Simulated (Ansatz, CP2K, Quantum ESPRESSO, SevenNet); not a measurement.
# Bulk modulus of amorphous SnO2 (72 atoms) across programs

How stiff is amorphous SnO2 (72 atoms) under an even change of volume, and do other programs and learned potentials give the same pressure and slope as plane waves?

The results are calculated values.

**1. The structure**

The cell holds 72 atoms (24 Sn and 48 O), with edges of 9.85, 9.85 and 9.85 Å. Recipe: 72 atoms (24 Sn, 48 O) placed at random at 6.03 g/cm³, melted at 5000 K for 10 ps at fixed volume with the Morse and Coulomb pair potential with partial charges (Pedone, Malavasi, Menziani, Cormack and Segre, J. Phys. Chem. B 110, 11780 (2006)). Quenched from 5000 K to 300 K at 50 K/ps and fixed volume, held 10 ps at zero pressure, then minimised at fixed cell. Then the atoms were relaxed with SevenNet 0 in the fixed cell. Then the atoms were relaxed with CP2K double zeta, PBE.

Bonds by pair of elements; cutoffs follow the first minimum of g(r), held within bounds set by covalent radii, and pairs that aren't listed don't count as bonded:

```csv
pair A-B,cutoff (Å),bonds,mean length (Å),spread (Å),shortest (Å),B about A,A about B
O-Sn,2.73,138,2.10,0.107,1.94,2.88,5.75
```

**2. The reference input**

Quantum ESPRESSO 7.5: Kohn-Sham DFT, PBE, SSSP efficiency 1.3.0 pseudopotentials, plane waves. Its input, pw.in, for the unchanged cell:

```
&control
  calculation = 'scf'
  pseudo_dir = './pseudo'
  outdir = './tmp'
  disk_io = 'none'
  tprnfor = .true.
  tstress = .true.
/
&system
  ibrav = 0
  nat = 72
  ntyp = 2
  ecutwfc = 60
  ecutrho = 480
  nosym = .true.
  occupations = 'smearing'
  smearing = 'fd'
  degauss = 0.003675
/
&electrons
  conv_thr = 3.6e-07
  electron_maxstep = 100
  mixing_beta = 0.4
  mixing_mode = 'plain'
  diagonalization = 'david'
/
ATOMIC_SPECIES
Sn 118.710 Sn.upf
O 15.999 O.upf
CELL_PARAMETERS angstrom
9.85089 0.00000 0.00000
0.00000 9.85089 0.00000
0.00000 0.00000 9.85089
ATOMIC_POSITIONS crystal
Sn 0.72601 0.67395 0.33348
Sn 0.04923 0.22396 0.42320
Sn 0.52198 0.16938 0.07444
Sn 0.77091 0.46722 0.57784
[... 66 atom lines left out ...]
O 0.36905 0.72393 0.03645
O 0.19183 0.36428 0.37099
K_POINTS gamma
```

```console
$ OMP_NUM_THREADS=1 mpirun -np 4 pw.x -in pw.in > output.txt
```

Wall time 3 min (4 MPI ranks of Arm Neoverse V1, shared host); peak memory 3.2 GiB.

It converged with an r.m.s. force component of 0.10 eV/Å and a pressure of 2.1 GPa.

**3. The levels**

Every level solves the same cells as single points. CPU time is summed over a level's finished runs, on a host shared with the other runs, so it is rough; the force column is the median over cells of the r.m.s. difference of force components from the reference.

```
     level                   basis or training data  k-points  runs finished  CPU time  peak memory (GiB)  force difference (meV/Å)
   QE, PBE  plane waves, SSSP efficiency, 60/480 Ry         Γ         5 of 5    61 min                3.3                 reference
SevenNet 0       trained on PBE(+U) plane-wave data         -         5 of 5      48 s               0.87                        83
```

The reference's own r.m.s. force component runs from 89 to 113 meV/Å over these cells.

**4. Pressure against volume**

The cell is scaled evenly, and at each volume CP2K double zeta, PBE relaxes the atoms again before the single points. The unchanged volume is 13.277 Å³ an atom. Pressures in GPa:

```csv
level,-6 %,-3 %,0,+3 %,+6 %
"QE, PBE",8.23,5.46,2.13,-0.63,-2.81
SevenNet 0,8.51,5.66,2.24,-0.61,-2.89
```

Energy less that of the unchanged cell at the same level, in meV an atom:

```
     level   -6 %   -3 %   +3 %   +6 %
   QE, PBE  31.84  12.25  -4.60  -3.29
SevenNet 0  28.40  10.92  -3.80  -1.18
```

**5. Moduli**

From the three volumes nearest the unchanged one: B from the slope of pressure against ln V and from the curvature of the energy, the pressure that the slope of the energy implies, and the volume change at which the printed pressure crosses zero (a dash if it doesn't within the range).

| level | B from pressures (GPa) | B from energies (GPa) | printed pressure (GPa) | pressure from energies (GPa) | zero pressure at (%) |
| --- | --- | --- | --- | --- | --- |
| QE, PBE | 101.4 | 102.5 | 2.13 | 3.39 | +2.3 |
| SevenNet 0 | 104.5 | 95.5 | 2.24 | 2.96 | +2.4 |

As a check by hand on the reference: from -3 to +3 % the pressure falls by 6.09 GPa while ln V grows by 0.0600, a ratio of 101.4 GPa.

Gap between the highest filled and the lowest empty level on the runs' k-points, in eV:

```
  level  -6 %  -3 %     0  +3 %  +6 %
QE, PBE  0.54  0.52  0.44  0.37  0.34
```

**6. Findings**

The plane-wave reference (PBE) gives a bulk modulus of 101.4 GPa from its pressures, at a volume where its pressure is 2.13 GPa; that pressure crosses zero at +2.3 %. Learned potentials: SevenNet 0 104.5 GPa (+3 %); its pressure lies +0.11 GPa from the reference's. Moduli from the energies run from 96 to 103 GPa, within 10 % of those from pressures.

The reference's gap falls as the cell grows, from 0.54 eV at -6 % to 0.34 eV at +6 %.

Caveats: The atoms follow CP2K double zeta, PBE, not each level's own minimum, so these moduli only approach relaxed ones and hang on that choice. Three points at finite strain give rough moduli, at the given volume rather than at zero pressure. Pressures at a fixed plane-wave cutoff or in a small atom-centred basis hold some basis error. The quench rate of 50 K/ps is many orders above laboratory rates, so the cell is likely richer in defects and strain than a real sample. The reference samples only Γ, in a cell whose shortest periodic width is 10 Å. The reference isn't exact: its cutoffs and mesh weren't converged further here. Spin–orbit coupling is left out. Where levels are smeared, the DFT runs use Fermi–Dirac occupations at 580 K (0.05 eV), and energies are free energies.

[Logs are printed without paths, hosts, clocks, repeated set-up lines and the standing remarks that a program may print on its own settings, such as how far it seeks lower states.]

[Hosts, paths, dates, database ids (printed as entryN), source tags and the programs' standing remarks are cut or masked in the printed files.]
